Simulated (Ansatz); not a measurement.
# ZnS (F-43m): the dielectric response against the k mesh

Aim: how dense a k mesh do ε∞ and the zone-centre modes of ZnS (F-43m) need?

Program: Ansatz 0.2.0. Level of theory: DFT LDA, scalar-relativistic, plane waves, PAW; PAW set soft_1. Results are calculated unless marked as measured.

Report form: the programs' logs are mostly left out.

The database entry behind the starting cell differs from later determinations by our own check (about 0.1 % short), so it need not match the best structure at ambient conditions.

### Step 1. The structure

It takes space group F-43m (No. 216, cubic). Conventional cell: a = 5.404 Å, b = 5.404 Å, c = 5.404 Å, α = 90.00°, β = 90.00°, γ = 90.00°. Nearest to S lie 4 Zn at 2.34 Å. Nearest to Zn lie 4 S at 2.34 Å. Farther neighbours and most contacts between anions are not listed.

### Step 2. Relaxation

Harmonic phonons are second derivatives at a point where the forces vanish, and they are wanted at zero stress, so atoms and cell are relaxed first.

The input, input.yaml:

```yaml
crystal:
  lattice:
    - [0.0, 2.702, 2.702]
    - [2.702, 0.0, 2.702]
    - [2.702, 2.702, 0.0]
  atoms:
    - { symbol: S, position: [0.0, 0.0, 0.0] }
    - { symbol: Zn, position: [0.75, 0.75, 0.75] }
kpoints:
  mp_grid: { grid: [10, 10, 10] }
hamiltonian:
  xc: lda
  pseudopotentials: { kind: paw, azcp: { folder: soft_1 }, xc_functional: pbe }
scf:
  occupations: { method: gaussian, width: 0.02 }
output:
  forces: true
  stress: true
  eigenvalues: true
relax:
  adjacent_minimum: "off"
  f_tol: 0.005
  max_steps: 80
  cell: { stress_tol: 0.05 }
```

Command:

```sh
ansatz run input.yaml --threads 4 --pin off --max-ram 10240MiB --backend cpu --events-out ev --progress --plain --runs-dir out
```

The job ended after 3.3 s (4 threads of AMD EPYC 7B13 (Zen 3), shared host; peak memory 0.4 GiB; 11 s of CPU time).

Relaxation path:

```tsv
step	energy less that of the first step (eV)	largest force component (eV/Å)	pressure (GPa)	volume (Å³)
1	0.0000	0.0000	-4.55	39.45
2	-0.0291	0.0000	-2.03	38.08
3	-0.0354	0.0000	0.24	37.04
4	-0.0354	0.0000	-0.01	37.15
5*	-0.0346	0.0000	-0.01	37.15
```

Relaxation steps marked * repeat the geometry before them on a plane-wave basis chosen anew for their cell, so energy and pressure can jump there.

Forces are held to the 24 operations that the run works with; a distortion that breaks them can't arise in this run.

```tsv
conventional cell, symmetrised	before	after	change
a (Å)	5.404	5.297	-2.0 %
b (Å)	5.404	5.297	-2.0 %
c (Å)	5.404	5.297	-2.0 %
volume (Å³/atom)	19.73	18.58	-5.8 %
```

The relaxed structure:

```cif
data_structure
_symmetry_space_group_name_H-M 'P 1'
_symmetry_Int_Tables_number 1
_cell_length_a 3.7454
_cell_length_b 3.7454
_cell_length_c 3.7454
_cell_angle_alpha 60.000
_cell_angle_beta 60.000
_cell_angle_gamma 60.000
_cell_volume 37.15
loop_
_atom_site_label
_atom_site_type_symbol
_atom_site_fract_x
_atom_site_fract_y
_atom_site_fract_z
_atom_site_occupancy
S1 S 0.00000 0.00000 0.00000 1
Zn2 Zn 0.75000 0.75000 0.75000 1
```

This step gave:

```
pressure          : -0.01300 GPa
gap on the k-mesh : 2.119 eV
volume per atom   : 18.58 Å³
```

In this step the volume went from 19.73 to 18.58 Å³/atom.

### Step 3. Tight relaxation

Phonons need small forces and stress, so the relaxation is finished with tight tolerances on 12×12×12 k points.

input.yaml, the sections that differ from step 2:

```yaml
crystal:
  lattice:
    - [0.0, 2.6484291755, 2.6484291755]
    - [2.6484291755, 0.0, 2.6484291755]
    - [2.6484291755, 2.6484291755, 0.0]
  atoms:
    - { symbol: S, position: [0.0, 0.0, 0.0] }
    - { symbol: Zn, position: [0.75, 0.75, 0.75] }
kpoints:
  mp_grid: { grid: [12, 12, 12] }
scf:
  occupations: { method: fixed }
relax:
  adjacent_minimum: "off"
  f_tol: 0.001
  max_steps: 60
  cell: { stress_tol: 0.01 }
# hamiltonian, output: as in step 2
```

Wall time 2.8 s (4 threads); peak memory 0.42 GiB; 10 s of CPU time.

Little changed from the start: no atom moved by 0.005 Å and no cell edge by 0.1 %.

Numbers from this step:

* pressure: -0.005864 GPa

The forces vanish by symmetry and the pressure is -0.006 GPa, within the tolerances set. The cell now holds 18.58 Å³/atom.

### Step 4. Response on one mesh, 4×4×4

Phonons follow from the second derivative of the energy, found here by linear response.

The response is solved on 4×4×4 k points.

input.yaml, the sections that differ from step 3:

```yaml
crystal:
  lattice:
    - [0.0, 2.6483577803, 2.6483577803]
    - [2.6483577803, 0.0, 2.6483577803]
    - [2.6483577803, 2.6483577803, 0.0]
  atoms:
    - { symbol: S, position: [0.0, 0.0, 0.0] }
    - { symbol: Zn, position: [0.75, 0.75, 0.75] }
kpoints:
  mp_grid: { grid: [4, 4, 4] }
output:
  eigenvalues: true
phonons:
  method: dfpt
  dielectric: true
  rigid_motions: translations
  field_mesh: kpoints
# hamiltonian, scf: as in step 3
# relax: removed
```

Wall time 1.7 s (4 threads); peak memory 0.41 GiB; 5.3 s of CPU time.

A gap read on the k-mesh alone can miss the band edges.

Numbers from this step:

```yaml
gap_on_the_k_mesh: 2.104 eV
sum_rule_residual_before_enforcement: 2.10e-4 eV/Å²
miss_of_the_charge_sum_rule: 1.10e-5 e
point_group: -43m
highest_optical_mode_at_the_zone_centre_no_lo_to_term: 291.0 cm⁻¹
lowest_optical_zone_centre_mode: 291.0 cm⁻¹
mean_high_frequency_dielectric_constant: 5.607
largest_born_charge_third_of_the_trace: -1.901 e
mean_static_dielectric_constant: 8.236
top_of_the_zone_centre_spectrum_with_the_field: 352.7 cm⁻¹
```

The optical mode without the LO-TO term lies at 291.0 cm⁻¹.

### Step 5. Response on one mesh, 20×20×20

The response is solved on 20×20×20 k points.

Edit input.yaml of step 4 so:

```diff
@@ -9,3 +9,3 @@
 kpoints:
-  mp_grid: { grid: [4, 4, 4] }
+  mp_grid: { grid: [20, 20, 20] }
 hamiltonian:
```

It took 66 s on 4 threads; peak memory 2.3 GiB.

This step gave:

```
gap on the k-mesh                                       : 2.119 eV
sum-rule residual before enforcement                    : 2.76e-4 eV/Å²
miss of the charge sum rule                             : 1.23e-5 e
highest optical mode at the zone centre (no LO-TO term) : 290.7 cm⁻¹
lowest optical zone-centre mode                         : 290.7 cm⁻¹
mean high-frequency dielectric constant                 : 6.175
largest Born charge (third of the trace)                : -1.898 e
mean static dielectric constant                         : 8.800
top of the zone-centre spectrum with the field          : 347.1 cm⁻¹
```

The optical mode without the LO-TO term lies at 290.7 cm⁻¹.

Between step 4 and this run (k-mesh 20×20×20 and k divisions 20) the value for the mean high-frequency dielectric constant moves from 5.61 to 6.17 (+10 %).

### Step 6. All members side by side

The members are set side by side, also those not shown above.

One cell throughout; the field response is solved on the k mesh of the run itself. The response against the k mesh:

```tsv
k divisions along a1	ε∞	ε0	largest Born charge in size, a third of the trace (e)	top mode with the field, highest of q along x, y and z (cm⁻¹)	mode 4 T2 (cm⁻¹)
4	5.607	8.236	1.901	352.7	291
6	6.002	8.627	1.898	348.6	290.7
8	6.12	8.745	1.898	347.5	290.7
10	6.157	8.781	1.898	347.2	290.7
12	6.168	8.793	1.898	347.1	290.7
14	6.173	8.797	1.898	347.1	290.7
16	6.174	8.799	1.898	347.1	290.7
20	6.175	8.8	1.898	347.1	290.7
```

### Step 7. What came out

| Property | Result |
| --- | --- |
| members | 8 |
| optical mode (no LO-TO term), 4 k divisions | 291.0 cm⁻¹ |
| optical mode (no LO-TO term), 20 k divisions | 290.7 cm⁻¹ |

ε∞ goes from 5.61 at 4 divisions to 6.17 at 20; from 8 divisions on it stays within 1 % of the last value. The highest mode without the field stays within 1 cm⁻¹ of its last value from 4 divisions on. The top mode with the field moves by -5.6 cm⁻¹ over the series. So the field response needs the denser mesh. These are harmonic frequencies at zero temperature: anharmonic shifts, linewidths and thermal expansion are left out. The PAW files were made for PBE; the program adapts parts of them to the functional of the run, but their partial waves stay those of PBE, an approximation that was not tested in this session. Only the zone centre was solved, so an instability at another wavevector cannot show here.

[Logs are printed without paths, hosts, clocks, repeated set-up lines and the standing remarks that a program may print on its own settings, such as how far it seeks lower states.]

[Hosts, paths, dates, database ids (printed as entryN), source tags and the programs' standing remarks are cut or masked in the printed files.]
